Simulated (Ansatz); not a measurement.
# Th3P4 (I-43d): phonons and vibrational spectra, part 3 of 3

Wanted: phonon frequencies of Th3P4 (I-43d) and what follows from them.

Ansatz 0.2.0; DFT PBEsol, scalar-relativistic, plane waves, PAW.

So far. Step 3 (Tight relaxation): The largest force component left is 0.34 meV/Å. The volume is held at 22.72 Å³/atom, so a pressure of -1.98 GPa remains at this level. Step 4 (Zone-centre response): Before it was imposed, the acoustic sum rule was missed by 2.7e-5 eV/Å². Small misses are needed for a sound result but don't prove that mesh and cutoff are converged. The lowest optical mode is real, 80.0 cm⁻¹.

The database entry behind the starting cell is an old determination (1939), so it need not match the best structure at ambient conditions.

## Step 5: The dispersion (continued)

Frequencies (cm⁻¹) solved at each irreducible wavevector; negative means imaginary. Frequencies by wavevector, by row:

```csv
q in reciprocal lattice units,star,mode 1,mode 2,mode 3,mode 4,mode 40,mode 41,mode 42
0 0 0,1,0,0,0,80,293.2,293.2,293.2
0 0 -0.5,6,59.4,59.4,64.4,64.4,284.7,292.1,292.1
-0.5 -0.5 -0.5,1,74.6,74.6,74.6,74.6,279,279,279
```

Interpolated from a 2×2×2 q mesh, with the LO-TO term (at Γ the limit along the path; where Γ stands inside the path, tables give the limit on arrival). The phonon branches at the labelled points (cm⁻¹):

```csv
point,branch 1,branch 2,branch 3,branch 4,branch 39,branch 40,branch 41,branch 42
Γ,0,0,0,80,280,293,293,293
halfway,47,47,72,76,282,284,284,296
H,75,75,75,75,279,279,279,279
halfway,64,64,68,68,280,280,290,290
N,59,59,64,64,285,285,292,292
halfway,35,35,60,75,282,289,293,294
Γ,0,0,0,80,280,293,293,293
halfway,41,41,71,73,284,292,292,292
P,65,65,67,67,290,290,290,290
halfway,64,64,69,69,279,287,290,290
H,75,75,75,75,279,279,279,279
jump to P,65,65,67,67,290,290,290,290
halfway,61,61,66,66,288,288,291,291
N,59,59,64,64,285,285,292,292
```

Tetrahedra on a 10×10×10 mesh, mean over bins of 5 cm-1. Interpolated from a 2×2×2 q mesh. Table of phonon density of states by wavenumber; read off at these points:

```csv
wavenumber (cm⁻¹),phonon density of states (1/cm⁻¹/cell)
2,7.0e-5
12,0.00143
22,0.00651
32,0.0159
42,0.0319
52,0.0634
62,0.0933
72,0.196
78,0.438
82,0.319
88,0.395
92,0.258
102,0.235
112,0.181
122,0.171
132,0
142,0
158,0
168,0
178,0
188,0
198,5.7e-4
208,0.136
212,0.375
218,0.248
228,0.375
232,0.437
238,0.321
248,0.196
258,0.493
268,0.214
278,0.0334
288,0.244
298,0.0258
```

The partial phonon density of states has structure finer than the step of the table below, so its rows give means over 10 cm⁻¹, whole bins alone (the curve runs from -10 to 316 cm⁻¹). Peaks (cm⁻¹: height): P 213.3: 0.325, 229.7: 0.442, 258.4: 0.429, 291.2: 0.288; Th 78.1: 0.377, 125.2: 0.239.

Phonopy on the run's constants, 9x9x9 mesh, Gaussian sigma 2.3 cm-1. Interpolated from a 2×2×2 q mesh. Table of partial phonon density of states by wavenumber; means over each step; values in 1/cm⁻¹/cell:

```csv
wavenumber (cm⁻¹),P,Th
0,6.1e-5,3.3e-4
10,1.8e-4,0.00105
20,7.3e-4,0.00434
30,0.00201,0.0126
40,0.00344,0.0240
50,0.00615,0.0496
60,0.00948,0.0962
70,0.0144,0.211
80,0.0161,0.342
90,0.0123,0.306
100,0.00889,0.211
110,0.00545,0.157
120,0.00453,0.175
130,0.00229,0.124
140,6.7e-6,4.1e-4
150,0,0
160,0,0
170,0,0
180,0,0
190,8.6e-5,5.7e-6
200,0.0296,0.00209
210,0.222,0.0148
220,0.243,0.0117
230,0.386,0.0119
240,0.306,0.0117
250,0.251,0.00987
260,0.355,0.0104
270,0.132,0.00273
280,0.113,0.00557
290,0.244,0.00501
300,0.0335,2.8e-4
310,5.2e-6,0
```

Harmonic thermodynamic functions per atom, from the density of states. Interpolated from a 2×2×2 q mesh. Thermodynamic functions, by row:

```csv
T (K),F_vib (meV/atom),S (J/mol-atom/K),C_V (J/mol-atom/K)
0,33.35,0,0
50,32.78,3.655,6.997
100,28.98,11.08,14.79
200,10.52,23.84,21.33
300,-19.15,32.91,23.21
400,-56.93,39.7,23.94
```

Harmonic mean-square displacement, third of the trace. Interpolated from a 2×2×2 q mesh. Mean square displacements, by row:

```csv
T (K),Th1 U_eq (Å²),Th2 U_eq (Å²),Th3 U_eq (Å²),Th4 U_eq (Å²),Th5 U_eq (Å²),Th6 U_eq (Å²),P7 U_eq (Å²),P8 U_eq (Å²),P9 U_eq (Å²),P10 U_eq (Å²),P11 U_eq (Å²),P12 U_eq (Å²),P13 U_eq (Å²),P14 U_eq (Å²)
0,8.40e-4,8.40e-4,8.40e-4,8.40e-4,8.40e-4,8.40e-4,0.00242,0.00242,0.00242,0.00242,0.00242,0.00242,0.00242,0.00242
100,0.00174,0.00174,0.00174,0.00174,0.00174,0.00174,0.00299,0.00299,0.00299,0.00299,0.00299,0.00299,0.00299,0.00299
300,0.00477,0.00477,0.00477,0.00477,0.00477,0.00477,0.0061,0.0061,0.0061,0.0061,0.0061,0.0061,0.0061,0.0061
600,0.00945,0.00945,0.00945,0.00945,0.00945,0.00945,0.01158,0.01158,0.01158,0.01158,0.01158,0.01158,0.01158,0.01158
```

Symmetry leaves 3 wavevectors to solve. The lowest mode among them, the acoustic zeros apart, lies at q = (0, 0, -0.5) and is real, 59.4 cm⁻¹.

## Step 6: What came out

```json
{
  "space group after relaxation (within 0.01 Å)": "I-43d",
  "volume per atom": "22.7 Å³",
  "gap on the k-mesh": "0.168 eV",
  "highest optical mode at the zone centre (no LO-TO term)": "293 cm⁻¹",
  "lowest optical zone-centre mode": "80.0 cm⁻¹",
  "lowest mode on the q mesh (acoustic modes at Γ apart)": "59.4 cm⁻¹",
  "highest frequency on the path or at a solved wavevector": "297 cm⁻¹",
  "zero-point energy per atom": "33.4 meV",
  "heat capacity at 300 K": "23.2 J/(mol atoms K)",
  "vibrational entropy at 300 K": "32.9 J/(mol atoms K)",
  "Debye temperature (second moment)": "366 K",
  "imaginary modes on the 2×2×2 q mesh": "none"
}
```

**Reading.** The structure is a minimum as far as tested: no mode is imaginary at the 3 irreducible wavevectors of the 2×2×2 mesh, and the softest away from the acoustic zeros lies at 59 cm⁻¹. Without the field, the optical modes at Γ span 80 to 293 cm⁻¹. The highest mode in this list at Γ, 293.2 cm⁻¹, is mostly motion of P (99 % of the kinetic energy). On the path and the mesh, the widest gap between branches runs from 129 to 199 cm⁻¹. The volume was held at that of the database entry and not relaxed, so the modes belong to a cell under -1.98 GPa at this level. The program warns that the interpolation holds no quadrupole term, so branches close to Γ can be off in this crystal. Spin-orbit coupling is left out, which can matter for the heavy elements here. A phonon run warned that its eigensolver left some bands unconverged in a pass. These are harmonic frequencies at zero temperature: anharmonic shifts, linewidths and thermal expansion are left out.

[Logs are printed without paths, hosts, clocks, repeated set-up lines and the standing remarks that a program may print on its own settings, such as how far it seeks lower states.]

[Hosts, paths, dates, database ids (printed as entryN), source tags and the programs' standing remarks are cut or masked in the printed files.]
